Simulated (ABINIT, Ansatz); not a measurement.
# How the form of the self-energy moves the gap of BiOCl (P4/nmm), part 2 of 2

Aim: compare treatments of exchange, screening and correlation for the gap of BiOCl (P4/nmm).

ABINIT 10.8.3; PBEsol and many-body steps on it, plane waves. Known limits of the many-body steps: not at the basis limit; no spin-orbit coupling; coarse k mesh.

So far. Step 4 (G0W0, Godby-Needs plasmon pole): The gap on the mesh goes from 2.62 eV to 3.77 eV, a correction of +1.15 eV. Step 5 (G0W0, von der Linden-Horsch plasmon pole): Against G0W0 in ABINIT (4×4×2 mesh, 155 bands, screening to 141.5 eV, Godby-Needs plasmon pole), the gap moves by −0.033 eV.

## 6. G0W0, Engel-Farid plasmon pole

Level of this step: G0W0 on PBEsol, plane waves, norm-conserving pseudopotentials (ABINIT).

run.abi

```
acell 3*1.0 Angstrom
rprim 
  3.885510000000 0.000000000000 0.000000000000
  0.000000000000 3.885510000000 0.000000000000
  0.000000000000 0.000000000000 7.348900000000
ntypat 3
znucl 83 17 8
natom 6
typat 1 1 2 2 3 3
xred 
  0.500000000000 0.000000000000 0.329040000000
  0.000000000000 0.500000000000 0.670960000000
  0.000000000000 0.500000000000 0.147200000000
  0.500000000000 0.000000000000 0.852800000000
  0.000000000000 0.000000000000 0.500000000000
  0.500000000000 0.500000000000 0.500000000000
pp_dirpath "pseudos"
pseudos "Bi.upf, Cl.upf, O.upf"
ecut 42
ngkpt 4 4 2
nshiftk 1
shiftk 0 0 0
kptopt 1
chksymbreak 0
istwfk *1
occopt 1
irdwfk 1
optdriver 4
nband 155
gwcalctyp 0
ecutsigx 42
symsigma 1
nkptgw 3
kptgw 
  0.5000000000 0.0000000000 0.5000000000
  0.0000000000 0.0000000000 0.5000000000
  0.0000000000 0.0000000000 0.0000000000
bdgw 
  35 38
  35 38
  35 38
ecuteps 5.2
irdscr 1
ppmodel 4
indata_prefix "in"
outdata_prefix "out"
tmpdata_prefix "tmp"
```

Run with:

```console
OMP_NUM_THREADS=1 mpirun -n 4 abinit run.abi > log
```

Numbers of over 12 decimals in the logs are rounded to 6 here.

Output:

```text
.Version 10.8.3 of ABINIT. v10.8.2 released Aug 2026.

 Symmetries : space group P4/n m m (#129); Bravais tP (primitive tetrag.)
[... echo of the input left out ...]
== DATASET  1 ==================================================================
-   mpi_nproc: 4, omp_nthreads: 1 (-1 if OMP is not activated)

--- !DatasetInfo
iteration_state: {dtset: 1, }
dimensions: {natom: 6, nkpt: 12, mband: 155, nsppol: 1, nspinor: 1, nspden: 1, mpw: 9764, }
cutoff_energies: {ecut:  42.0, pawecutdg:  -1.0, }
[...]
Band     E0 <VxcDFT>   SigX SigC(E0)      Z dSigC/dE  Sig(E)    E-E0       E
[...]
37   8.851 -13.262  -9.141  -3.264   0.843  -0.187 -12.540   0.722   9.573
       38   9.553 -13.220  -9.111  -3.208   0.838  -0.193 -12.465   0.754  10.308

== END DATASET(S) ==============================================================
================================================================================

 -outvars: echo values of variables after computation  --------
           etotal      0.0000000000E+00
            nband         155
             nkpt          12
          spgroup         129
 [... the other variables as echoed above ...]

 Calculation completed.
```

Elapsed: 21 s, on 4 MPI ranks of AMD EPYC 9R45, shared host; peak memory 2.7 GiB.

Numbers from this step:

| Item | Value |
| --- | --- |
| G0W0 gap on the points computed | 3.772 eV |
| starting gap on the mesh | 2.623 eV |
| k of the valence top | 0, 0, 0.5 |
| k of the conduction bottom | 0, 0, 0.5 |
| least direct G0W0 gap on the computed points | 3.772 eV |

Against G0W0 in ABINIT (4×4×2 mesh, 155 bands, screening to 141.5 eV, Godby-Needs plasmon pole), the gap moves by −0.001 eV.

## 7. One-shot Hartree-Fock

This step: one-shot Hartree-Fock on PBEsol, plane waves, norm-conserving pseudopotentials.

run.abi, as its differences from that of step 6:

```diff
@@ -28,4 +28,4 @@
 optdriver 4
-nband 155
-gwcalctyp 0
+nband 40
+gwcalctyp 5
 ecutsigx 42
@@ -41,5 +41,4 @@
   35 38
-ecuteps 5.2
-irdscr 1
-ppmodel 4
+ixc_sigma 40
+fftgw 31
 indata_prefix "in"
```

Output:

```text
.Version 10.8.3 of ABINIT. v10.8.2 released Aug 2026.

 Symmetries : space group P4/n m m (#129); Bravais tP (primitive tetrag.)
[... echo of the input left out ...]
== DATASET  1 ==================================================================
-   mpi_nproc: 4, omp_nthreads: 1 (-1 if OMP is not activated)

--- !DatasetInfo
iteration_state: {dtset: 1, }
dimensions: {natom: 6, nkpt: 12, mband: 40, nsppol: 1, nspinor: 1, nspden: 1, mpw: 9764, }
cutoff_energies: {ecut:  42.0, pawecutdg:  -1.0, }
[...]
Band     E0 <VxcDFT>   SigX SigC(E0)      Z dSigC/dE  Sig(E)    E-E0       E
[...]
37   8.851 -13.262  -9.141   0.000   1.000   0.000  -9.141   4.121  12.972
       38   9.553 -13.220  -9.111   0.000   1.000   0.000  -9.111   4.108  13.661

== END DATASET(S) ==============================================================
================================================================================

 -outvars: echo values of variables after computation  --------
           etotal      0.0000000000E+00
            nband          40
             nkpt          12
          spgroup         129
 [... the other variables as echoed above ...]

 Calculation completed.
```

Elapsed: 7.1 s, on 4 MPI ranks; peak memory 2.1 GiB; 27 s of CPU time.

Numbers from this step:

```yaml
quasiparticle_gap_on_the_points_computed: 9.99 eV
starting_gap_on_the_mesh: 2.623 eV
k_of_the_valence_top: 0.5, 0, 0.5
k_of_the_conduction_bottom: 0, 0, 0.5
least_direct_quasiparticle_gap_on_the_computed_points: 10.73 eV
```

Against G0W0 in ABINIT (4×4×2 mesh, 155 bands, screening to 141.5 eV, Godby-Needs plasmon pole), the gap moves by +6.217 eV.

## 8. Screening, 4×4×2 mesh, 155 bands, screening to 141.5 eV

This step: RPA screening on PBEsol, plane waves, norm-conserving pseudopotentials.

run.abi, as its differences from that of step 7:

```diff
@@ -27,18 +27,14 @@
 irdwfk 1
-optdriver 4
-nband 40
-gwcalctyp 5
-ecutsigx 42
-symsigma 1
-nkptgw 3
-kptgw 
-  0.5000000000 0.0000000000 0.5000000000
-  0.0000000000 0.0000000000 0.5000000000
-  0.0000000000 0.0000000000 0.0000000000
-bdgw 
-  35 38
-  35 38
-  35 38
-ixc_sigma 40
-fftgw 31
+optdriver 3
+nband 155
+ecuteps 5.2
+inclvkb 2
+awtr 1
+symchi 1
+gwcalctyp 2
+nfreqre 16
+freqremax 40 eV
+nfreqim 8
+spmeth 1
+nomegasf 120
 indata_prefix "in"
```

Output:

```text
.Version 10.8.3 of ABINIT. v10.8.2 released Aug 2026.

 Symmetries : space group P4/n m m (#129); Bravais tP (primitive tetrag.)
[... echo of the input left out ...]
== DATASET  1 ==================================================================
-   mpi_nproc: 4, omp_nthreads: 1 (-1 if OMP is not activated)

--- !DatasetInfo
iteration_state: {dtset: 1, }
dimensions: {natom: 6, nkpt: 12, mband: 155, nsppol: 1, nspinor: 1, nspden: 1, mpw: 9764, }
cutoff_energies: {ecut:  42.0, pawecutdg:  -1.0, }
electrons: {nelect:   7.20000000E+01, charge:   0.00000000E+00, occopt:   1.00000000E+00, tsmear:   1.00000000E-02, }

 SCREENING: Calculation of the susceptibility and dielectric matrices

 Based on a program developped by R.W. Godby, V. Olevano, G. Onida, and L. Reining.
 Incorporated in ABINIT by V. Olevano, G.-M. Rignanese, and M. Torrent.
.Using double precision arithmetic ; gwpc =  8

[... cell and pseudopotentials left out ...]
--------------------------------------------------------------------------------

 ==== K-mesh for the wavefunctions ====
 Number of points in the irreducible wedge :    12
[... list of points left out ...]
 Together with 16 symmetry operations and time-reversal symmetry
 yields    32 points in the full Brillouin Zone.

 ==== Q-mesh for the screening function ====
 Number of points in the irreducible wedge :    12
[... list of points left out ...]
 Together with 16 symmetry operations and time-reversal symmetry
 yields    32 points in the full Brillouin Zone.

 setmesh: FFT mesh size selected  =    30x   30x   60
          total number of points  =        54000

 vcoul_init : cutoff-mode = AUXILIARY_FUNCTION
 q-points for optical limit:   1
     1)      0.000010    0.000020    0.000030

- screening: taking advantage of time-reversal symmetry
- Maximum band index for partially occupied states nbvw = 36
- Remaining bands to be divided among processors   nbcw = 119
- Number of bands treated by each node ~29

 Number of electrons calculated from density =   72.0000; Expected =   72.0000
 average of density, n =  0.096165
 r_s =    1.3540
 omega_plasma =   29.9133 [eV]

 calculating chi0 at frequencies [eV] :
  1    0.000000E+00    0.000000E+00
  2    2.666667E+00    0.000000E+00
  3    5.333333E+00    0.000000E+00
[...]
23    0.000000E+00    7.618397E+01
 24    0.000000E+00    1.072679E+02

--------------------------------------------------------------------------------
  q-point number  1        q = ( 0.000000, 0.000000, 0.000000) [r.l.u.]
--------------------------------------------------------------------------------
[... chi0 elements left out ...]
  [... further frequencies ...]

 No. of calculated frequencies >  15, stop printing
 For q-point:  0.000010 0.000020 0.000030
  dielectric constant =   6.2064
  dielectric constant without local fields =   7.1145

  Average fulfillment of the sum rule on Im[epsilon] for q-point    1 :     61.95  [%]
[... wings left out ...]
  q-point number  2        q = ( 0.250000, 0.000000, 0.000000) [r.l.u.]
--------------------------------------------------------------------------------
[... chi0 elements left out ...]
  [... further frequencies ...]

 No. of calculated frequencies >  15, stop printing
  Average fulfillment of the sum rule on Im[epsilon] for q-point    2 :     70.51  [%]

 [... 10 further q-points ...]
```

The job ended after 6.1 min (4 MPI ranks; peak memory 5.3 GiB; 24 min of CPU time).

Numbers from this step:

```yaml
eps_infinity_with_local_fields_on_this_mesh_along_the_program_s_q_direction: 6.206
the_same_without_local_fields: 7.114
plasma_frequency: 29.91 eV
plane_waves_in_the_screening_matrix: 427
```

## 9. G0W0, contour deformation

This step: G0W0 on PBEsol, plane waves, norm-conserving pseudopotentials.

run.abi, as its differences from that of step 8:

```diff
@@ -27,14 +27,18 @@
 irdwfk 1
-optdriver 3
+optdriver 4
 nband 155
+gwcalctyp 2
+ecutsigx 42
+symsigma 1
+nkptgw 3
+kptgw 
+  0.5000000000 0.0000000000 0.5000000000
+  0.0000000000 0.0000000000 0.5000000000
+  0.0000000000 0.0000000000 0.0000000000
+bdgw 
+  35 38
+  35 38
+  35 38
 ecuteps 5.2
-inclvkb 2
-awtr 1
-symchi 1
-gwcalctyp 2
-nfreqre 16
-freqremax 40 eV
-nfreqim 8
-spmeth 1
-nomegasf 120
+irdscr 1
 indata_prefix "in"
```

Output:

```text
.Version 10.8.3 of ABINIT. v10.8.2 released Aug 2026.

 Symmetries : space group P4/n m m (#129); Bravais tP (primitive tetrag.)
[... echo of the input left out ...]
== DATASET  1 ==================================================================
-   mpi_nproc: 4, omp_nthreads: 1 (-1 if OMP is not activated)

--- !DatasetInfo
iteration_state: {dtset: 1, }
dimensions: {natom: 6, nkpt: 12, mband: 155, nsppol: 1, nspinor: 1, nspden: 1, mpw: 9764, }
cutoff_energies: {ecut:  42.0, pawecutdg:  -1.0, }
[...]
Band     E0 <VxcDFT>   SigX SigC(E0)      Z dSigC/dE  Sig(E)    E-E0       E
[...]
38   9.553 -13.220  -9.111  -3.098   0.798  -0.253 -12.413   0.806  10.359
       38   0.000   0.000   0.000  -0.001   0.000   0.000  -0.000  -0.000  -0.000

== END DATASET(S) ==============================================================
================================================================================

 -outvars: echo values of variables after computation  --------
           etotal      0.0000000000E+00
            nband         155
             nkpt          12
          spgroup         129
 [... the other variables as echoed above ...]

 Calculation completed.
```

Run time: 36 s. Hardware: 4 MPI ranks; peak memory 3.9 GiB.

Numbers from this step:

| Quantity | Value |
| --- | --- |
| G0W0 gap on the points computed | 3.752 eV |
| starting gap on the mesh | 2.623 eV |
| k of the valence top | 0.5, 0, 0.5 |
| k of the conduction bottom | 0, 0, 0.5 |
| least direct G0W0 gap on the computed points | 3.789 eV |

Against G0W0 in ABINIT (4×4×2 mesh, 155 bands, screening to 141.5 eV, Godby-Needs plasmon pole), the gap moves by −0.021 eV.

## 10. Side by side

Times are wall times on 4 MPI ranks of AMD EPYC 9R45, shared host, good to a factor of about two. A run's time includes the screening step that it read.

```
                                     run   mesh  bands  screening cutoff (eV)  DFT gap (eV)  gap on the mesh (eV)  direct (eV)  ε∞ used     time
          G0W0, Godby-Needs plasmon pole  4×4×2    155                  141.5         2.623                 3.773        3.784     6.03  3.6 min
G0W0, von der Linden-Horsch plasmon pole  4×4×2    155                  141.5         2.623                 3.740        3.740     6.03  3.2 min
          G0W0, Engel-Farid plasmon pole  4×4×2    155                  141.5         2.623                 3.772        3.772     6.03  3.2 min
                   one-shot Hartree-Fock  4×4×2      -                      -         2.623                 9.990       10.734        -    7.1 s
               G0W0, contour deformation  4×4×2    155                  141.5         2.623                 3.752        3.789     6.21  6.7 min
```

## 11. What came out

| Item | Value |
| --- | --- |
| G0W0, Godby-Needs plasmon pole | 3.773 eV |
| G0W0, von der Linden-Horsch plasmon pole | 3.740 eV |
| G0W0, Engel-Farid plasmon pole | 3.772 eV |
| one-shot Hartree-Fock | 9.990 eV |
| G0W0, contour deformation | 3.752 eV |
| known limits | not at the basis limit; no spin-orbit coupling; coarse k mesh |

G0W0, von der Linden-Horsch plasmon pole: −0.033 eV against G0W0, Godby-Needs plasmon pole. G0W0, Engel-Farid plasmon pole: −0.001 eV against G0W0, Godby-Needs plasmon pole. One-shot Hartree-Fock: +6.217 eV against G0W0, Godby-Needs plasmon pole. G0W0, contour deformation: −0.021 eV against G0W0, Godby-Needs plasmon pole. Bare exchange alone opens the gap to 9.99 eV; against G0W0, correlation takes back 6.22 eV. Against experiment, by G0W0, Godby-Needs plasmon pole: the gap of 3.77 eV lies +0.41 eV from the measured 3.36 eV (optical, 2021); the gap of 3.77 eV lies +0.33 eV from the measured 3.44 eV (optical, 2022). An exciton line or allowed optical edge lies below the quasiparticle gap by the binding energy; a forbidden edge can push the onset above it. These are gaps on the mesh, at modest bands and cutoff. The calculation has static nuclei and no excitons; a measured gap holds zero-point and thermal motion, which mostly lowers it. With atoms this heavy the missing spin-orbit coupling can matter too. Bands and cutoff are finite, so the gap is not at the basis limit. The miss can reach some tenths of an eV and take either sign; the mesh is an error of its own. In the G0W0 runs levels were corrected at 3 k points alone, so a gap called «on the mesh» is the least over those, and an edge elsewhere would be missed. A denser mesh or path gives a starting gap of 2.55 eV: the GW mesh misses a band edge, so its gaps are not the fundamental one. The 4×4×2 mesh is coarse for this cell, which bears on the long-range parts of exchange and screening. Where an edge is built on 6p states of lead, bismuth or thallium, scalar-relativistic gaps usually stand too wide, by a few tenths to over one eV.

[Paths, hosts, dates, memory and timing lines, banners, echoed tables and standing remarks are left out of the program output.]

[Logs are printed without paths, hosts, clocks, repeated set-up lines and the standing remarks that a program may print on its own settings, such as how far it seeks lower states.]

[Runs of the session that timed out or met a known fault of the program may be left out.]

[Hosts, paths, dates, database ids (printed as entryN), source tags and the programs' standing remarks are cut or masked in the printed files.]

[G0W0 gaps are taken among the corrected bands and points alone; a level outside them can change the order at an edge.]

[Where Ansatz stands beside ABINIT at settings called matched, ABINIT's density can come from a denser mesh and the files from another edition; pairs whose starting gaps differed by over 0.03 eV were left out, so agreement reads better than it is.]
